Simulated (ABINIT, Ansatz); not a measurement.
# Quasiparticle gap of Li3OCl (Pm-3m) in ABINIT

Aim: the G0W0 gap of Li3OCl (Pm-3m) on PBEsol, step by step.

Program: ABINIT 10.8.3. Level of theory: PBEsol and many-body steps on it, plane waves. Results are calculated unless marked as measured.

This is a report of a sequence of runs, with most program output left out.

### 1. The structure

It takes space group Pm-3m (No. 221, cubic). The conventional cell has a = 3.908 Å, b = 3.908 Å, c = 3.908 Å, α = 90.00°, β = 90.00°, γ = 90.00°. Nearest to Li lie 2 O at 1.95 Å and 4 Cl at 2.76 Å and 8 Li at 2.76 Å. Nearest to Cl lie 12 Li at 2.76 Å. O has 6 Li at 1.95 Å nearest. Farther neighbours and most contacts between anions are not listed.

Coordinates:

```cif
data_structure
_symmetry_space_group_name_H-M 'Pm-3m'
_symmetry_Int_Tables_number 221
_cell_length_a 3.9083
_cell_length_b 3.9083
_cell_length_c 3.9083
_cell_angle_alpha 90.000
_cell_angle_beta 90.000
_cell_angle_gamma 90.000
_cell_volume 59.70
loop_
_atom_site_label
_atom_site_type_symbol
_atom_site_symmetry_multiplicity
_atom_site_Wyckoff_symbol
_atom_site_fract_x
_atom_site_fract_y
_atom_site_fract_z
_atom_site_occupancy
Li1 Li 3 c 0.00000 0.50000 0.50000 1
Cl1 Cl 1 a 0.00000 0.00000 0.00000 1
O1 O 1 b 0.50000 0.50000 0.50000 1
```

The cell and positions are those that the Materials Project relaxed with its own functionals (PBE, PBE+U or r2SCAN), kept fixed.

### 2. Ground state

This step: ABINIT 10.8.3; DFT, PBEsol, plane waves, norm-conserving pseudopotentials.

The ground-state density comes first.

File run.abi:

```
acell 3*1.0 Angstrom
rprim 
  3.908337000000 0.000000000000 0.000000000000
  0.000000000000 3.908337000000 0.000000000000
  0.000000000000 0.000000000000 3.908337000000
ntypat 3
znucl 3 17 8
natom 5
typat 1 1 1 2 3
xred 
  0.000000000000 0.500000000000 0.500000000000
  0.500000000000 0.000000000000 0.500000000000
  0.500000000000 0.500000000000 0.000000000000
  0.000000000000 0.000000000000 0.000000000000
  0.500000000000 0.500000000000 0.500000000000
pp_dirpath "pseudos"
pseudos "Li.upf, Cl.upf, O.upf"
ecut 36
ngkpt 6 6 6
nshiftk 1
shiftk 0 0 0
kptopt 1
chksymbreak 0
nband 17
occopt 1
tolvrs 1e-10
nstep 60
prtwf 0
optforces 0
optstress 0
indata_prefix "in"
outdata_prefix "out"
tmpdata_prefix "tmp"
```

Launch:

```
> OMP_NUM_THREADS=1 mpirun -n 4 abinit run.abi > log
```

Run time: 22 s. Hardware: 4 MPI ranks of Arm Neoverse N1, shared host; peak memory 0.31 GiB; 89 s of CPU time.

Numbers from this step:

| Item | Value |
| --- | --- |
| total energy | -1484.7154 eV |
| gap | 4.610 eV |
| k of the valence top | 0.5, 0.5, 0 |
| k of the conduction bottom | 0, 0, 0 |
| least direct gap | 4.712 eV |

The gap is indirect, with the least direct gap 0.10 eV higher.

### 3. Bands along the symmetry lines

Levels along a band path, at the cheap level, show where the edges lie and whether the meshes to come will hold them.

File run.abi:

```
acell 3*1.0 Angstrom
rprim 
  3.908337000000 0.000000000000 0.000000000000
  0.000000000000 3.908337000000 0.000000000000
  0.000000000000 0.000000000000 3.908337000000
ntypat 3
znucl 3 17 8
natom 5
typat 1 1 1 2 3
xred 
  0.000000000000 0.500000000000 0.500000000000
  0.500000000000 0.000000000000 0.500000000000
  0.500000000000 0.500000000000 0.000000000000
  0.000000000000 0.000000000000 0.000000000000
  0.500000000000 0.500000000000 0.500000000000
pp_dirpath "pseudos"
pseudos "Li.upf, Cl.upf, O.upf"
ecut 36
iscf -2
irdden 1
kptopt 0
nkpt 50
kpt 
  0.00000000 0.00000000 0.00000000
  0.00000000 0.06250000 0.00000000
  0.00000000 0.12500000 0.00000000
  0.00000000 0.18750000 0.00000000
  0.00000000 0.25000000 0.00000000
  0.00000000 0.31250000 0.00000000
  0.00000000 0.37500000 0.00000000
  0.00000000 0.43750000 0.00000000
  0.00000000 0.50000000 0.00000000
  0.06250000 0.50000000 0.00000000
  0.12500000 0.50000000 0.00000000
  0.18750000 0.50000000 0.00000000
  0.25000000 0.50000000 0.00000000
  0.31250000 0.50000000 0.00000000
  0.37500000 0.50000000 0.00000000
  0.43750000 0.50000000 0.00000000
  0.50000000 0.50000000 0.00000000
  0.43750000 0.43750000 0.00000000
  0.37500000 0.37500000 0.00000000
  0.31250000 0.31250000 0.00000000
  0.25000000 0.25000000 0.00000000
  0.18750000 0.18750000 0.00000000
  0.12500000 0.12500000 0.00000000
  0.06250000 0.06250000 0.00000000
  0.00000000 0.00000000 0.00000000
  0.06250000 0.06250000 0.06250000
  0.12500000 0.12500000 0.12500000
  0.18750000 0.18750000 0.18750000
  0.25000000 0.25000000 0.25000000
  0.31250000 0.31250000 0.31250000
  0.37500000 0.37500000 0.37500000
  0.43750000 0.43750000 0.43750000
  0.50000000 0.50000000 0.50000000
  0.43750000 0.50000000 0.43750000
  0.37500000 0.50000000 0.37500000
  0.31250000 0.50000000 0.31250000
  0.25000000 0.50000000 0.25000000
  0.18750000 0.50000000 0.18750000
  0.12500000 0.50000000 0.12500000
  0.06250000 0.50000000 0.06250000
  0.00000000 0.50000000 0.00000000
  0.50000000 0.50000000 0.50000000
  0.50000000 0.50000000 0.43750000
  0.50000000 0.50000000 0.37500000
  0.50000000 0.50000000 0.31250000
  0.50000000 0.50000000 0.25000000
  0.50000000 0.50000000 0.18750000
  0.50000000 0.50000000 0.12500000
  0.50000000 0.50000000 0.06250000
  0.50000000 0.50000000 0.00000000
istwfk *1
nband 18
nbdbuf 2
tolwfr 1e-08
nstep 40
prtwf 0
prtvol 0
indata_prefix "in"
outdata_prefix "out"
tmpdata_prefix "tmp"
```

It took 27 s on 4 MPI ranks; peak memory 0.32 GiB; 1.8 min of CPU time.

Numbers from this step:

* gap: 4.610 eV
* k of the valence top: 0.5, 0.5, 0
* k of the conduction bottom: 0, 0, 0
* least direct gap: 4.712 eV

The gap is 4.610 eV, as in the run before at this level.

The electronic bands at the labelled points (eV, zero at the top of the highest filled band):

| point | band 8 | band 9 | band 10 | band 11 | band 12 | band 13 | band 14 | band 15 |
| --- | --- | --- | --- | --- | --- | --- | --- | --- |
| Γ | -2.97 | -0.50 | -0.50 | -0.50 | 4.61 | 6.87 | 6.87 | 11.59 |
| halfway | -2.72 | -0.81 | -0.73 | -0.73 | 5.48 | 6.61 | 8.08 | 9.62 |
| X | -2.37 | -1.07 | -1.07 | -0.98 | 6.35 | 6.39 | 8.82 | 8.82 |
| halfway | -2.27 | -0.98 | -0.53 | -0.38 | 5.44 | 7.41 | 7.96 | 8.29 |
| M | -2.16 | -0.87 | 0.00 | 0.00 | 4.71 | 6.65 | 7.81 | 7.81 |
| halfway | -2.52 | -0.99 | -0.83 | -0.27 | 5.53 | 7.44 | 8.39 | 8.44 |
| Γ | -2.97 | -0.50 | -0.50 | -0.50 | 4.61 | 6.87 | 6.87 | 11.59 |
| halfway | -3.06 | -0.67 | -0.55 | -0.55 | 6.57 | 7.64 | 7.64 | 7.66 |
| R | -3.58 | -0.71 | -0.71 | -0.71 | 8.59 | 8.59 | 8.59 | 8.65 |
| halfway | -3.03 | -0.89 | -0.41 | -0.26 | 6.44 | 7.09 | 7.45 | 8.70 |
| X | -2.37 | -1.07 | -1.07 | -0.98 | 6.35 | 6.39 | 8.82 | 8.82 |
| jump to R | -3.58 | -0.71 | -0.71 | -0.71 | 8.59 | 8.59 | 8.59 | 8.65 |
| halfway | -2.95 | -0.79 | -0.34 | -0.34 | 6.48 | 7.36 | 7.91 | 7.91 |
| M | -2.16 | -0.87 | 0.00 | 0.00 | 4.71 | 6.65 | 7.81 | 7.81 |

### 4. Empty states on the mesh, 4×4×4 mesh, 55 bands

The sums over transitions need many empty states on a uniform mesh; this step solves for them.

File run.abi:

```
acell 3*1.0 Angstrom
rprim 
  3.908337000000 0.000000000000 0.000000000000
  0.000000000000 3.908337000000 0.000000000000
  0.000000000000 0.000000000000 3.908337000000
ntypat 3
znucl 3 17 8
natom 5
typat 1 1 1 2 3
xred 
  0.000000000000 0.500000000000 0.500000000000
  0.500000000000 0.000000000000 0.500000000000
  0.500000000000 0.500000000000 0.000000000000
  0.000000000000 0.000000000000 0.000000000000
  0.500000000000 0.500000000000 0.500000000000
pp_dirpath "pseudos"
pseudos "Li.upf, Cl.upf, O.upf"
ecut 36
ngkpt 4 4 4
nshiftk 1
shiftk 0 0 0
kptopt 1
chksymbreak 0
iscf -2
irdden 1
istwfk *1
nband 55
nbdbuf 4
tolwfr 1e-09
nstep 60
prtvol 0
indata_prefix "in"
outdata_prefix "out"
tmpdata_prefix "tmp"
```

Run time: 25 s. Hardware: 4 MPI ranks; peak memory 0.3 GiB; 100 s of CPU time.

This step gave:

- gap: 4.610 eV
- k of the valence top: 0.5, 0.5, 0
- k of the conduction bottom: 0, 0, 0
- least direct gap: 4.712 eV
- k points computed: 10
- lowest point of the top converged band, above the valence top: 37.42 eV

On this mesh the gap is 4.610 eV.

### 5. Screening, 4×4×4 mesh, 51 bands, screening to 98 eV

The RPA dielectric matrix is built and inverted for each q.

This step: RPA screening on PBEsol, plane waves, norm-conserving pseudopotentials.

run.abi, as its differences from that of step 4:

```diff
@@ -23,10 +23,11 @@
 chksymbreak 0
-iscf -2
-irdden 1
 istwfk *1
-nband 55
-nbdbuf 4
-tolwfr 1e-09
-nstep 60
-prtvol 0
+occopt 1
+irdwfk 1
+optdriver 3
+nband 51
+ecuteps 3.6
+inclvkb 2
+awtr 1
+symchi 1
 indata_prefix "in"
```

Elapsed: 21 s, on 4 MPI ranks; peak memory 0.65 GiB.

Numbers from this step:

```
ε∞ with local fields, on this mesh, along the program's q direction : 3.018
the same without local fields                                       : 3.391
plasma frequency                                                    : 22.54 eV
plane waves in the screening matrix                                 : 123
```

Local fields lower ε∞ by 11 %. On a Γ-centred mesh this coarse the value itself is usually too large, while a short band sum pulls it down.

### 6. Self-energy, 4×4×4 mesh, 51 bands, screening to 98 eV

The self-energy is evaluated for the states that the input lists, and the levels follow from it, in one-shot runs by the linearised quasiparticle equation.

This step: G0W0 on PBEsol, plane waves, norm-conserving pseudopotentials.

run.abi, as its differences from that of step 5:

```diff
@@ -26,8 +26,17 @@
 irdwfk 1
-optdriver 3
+optdriver 4
 nband 51
+gwcalctyp 0
+ecutsigx 36
+symsigma 1
+nkptgw 2
+kptgw 
+  0.5000000000 0.5000000000 0.0000000000
+  0.0000000000 0.0000000000 0.0000000000
+bdgw 
+  10 13
+  9 14
 ecuteps 3.6
-inclvkb 2
-awtr 1
-symchi 1
+irdscr 1
+ppmodel 1
 indata_prefix "in"
```

Run time: 7 s. Hardware: 4 MPI ranks; peak memory 0.64 GiB.

This step gave:

- G0W0 gap on the points computed: 6.723 eV
- starting gap on the mesh: 4.610 eV
- k of the valence top: 0.5, 0.5, 0
- k of the conduction bottom: 0, 0, 0
- Z at the valence top: 0.783
- Z at the conduction bottom: 0.843
- least direct G0W0 gap on the computed points: 6.887 eV

The gap on the mesh goes from 4.61 eV to 6.72 eV, a correction of +2.11 eV.

Limits: finite bands, cutoff and mesh; coarse k mesh. v1 is the top filled band, c1 the lowest empty one. The levels before and after the correction (eV, zero at the valence-band top of each column):

|  | conduction bottom | valence top |
| --- | --- | --- |
| Kohn-Sham | 4.61 | 0.00 |
| G0W0 | 6.72 | 0.00 |

|  | level | energy (eV) |
| --- | --- | --- |
| Kohn-Sham | (0.5 0.5 0) v2-v1 | 0.000 |
| Kohn-Sham | (0.5 0.5 0) c1 | 4.712 |
| Kohn-Sham | (0.5 0.5 0) c2 | 6.649 |
| Kohn-Sham | Γ v3-v1 | -0.503 |
| Kohn-Sham | Γ c1 | 4.610 |
| Kohn-Sham | Γ c2-c3 | 6.872 |
| G0W0 | (0.5 0.5 0) v2-v1 | 0.000 |
| G0W0 | (0.5 0.5 0) c1 | 6.887 |
| G0W0 | (0.5 0.5 0) c2 | 9.049 |
| G0W0 | Γ v3-v1 | -0.581 |
| G0W0 | Γ c1 | 6.723 |
| G0W0 | Γ c2-c3 | 9.149 |

### 7. Where the time went

Times are wall times on 4 MPI ranks of Arm Neoverse N1, shared host, good to a factor of about two.

| step | time | share | memory (GiB) |
| --- | --- | --- | --- |
| ground state | 22 s | 22 % | 0.31 |
| bands along the symmetry lines | 27 s | 26 % | 0.32 |
| empty states on the mesh | 25 s | 24 % | 0.3 |
| screening | 21 s | 21 % | 0.65 |
| self-energy | 7 s | 7 % | 0.64 |

### 8. Outcome

```yaml
pbesol_gap: 4.61 eV, indirect
g0w0_gap_on_the_mesh: 6.72 eV
gw_settings: 4×4×4 mesh, 51 bands, screening to 98 eV, Godby-Needs plasmon pole
known_limits: not at the basis limit; coarse k mesh
```

What this shows: G0W0 moves the gap on the mesh from 4.61 eV to 6.72 eV (+2.11 eV), with Z of 0.78 and 0.84 at the edges. Local fields lower the RPA ε∞ on this mesh from 3.39 to 3.02; a Γ-centred mesh this coarse tends to raise both, most where the direct gap is narrow, while a short band sum lowers them. Only 2 of the mesh's irreducible points were corrected, so a valley elsewhere could overtake. Bands and cutoff are finite, so the gap is not at the basis limit. The miss can reach some tenths of an eV and take either sign; the mesh is an error of its own. In the G0W0 run levels were corrected at 2 k points alone, so a gap called «on the mesh» is the least over those, and an edge elsewhere would be missed. The 4×4×4 mesh is coarse for this cell, which bears on the long-range parts of exchange and screening.

[Paths, hosts, dates, memory and timing lines, banners, echoed tables and standing remarks are left out of the program output.]

[Logs are printed without paths, hosts, clocks, repeated set-up lines and the standing remarks that a program may print on its own settings, such as how far it seeks lower states.]

[Runs of the session that timed out or met a known fault of the program may be left out.]

[Hosts, paths, dates, database ids (printed as entryN), source tags and the programs' standing remarks are cut or masked in the printed files.]

[G0W0 gaps are taken among the corrected bands and points alone; a level outside them can change the order at an edge.]

[Where Ansatz stands beside ABINIT at settings called matched, ABINIT's density can come from a denser mesh and the files from another edition; pairs whose starting gaps differed by over 0.03 eV were left out, so agreement reads better than it is.]
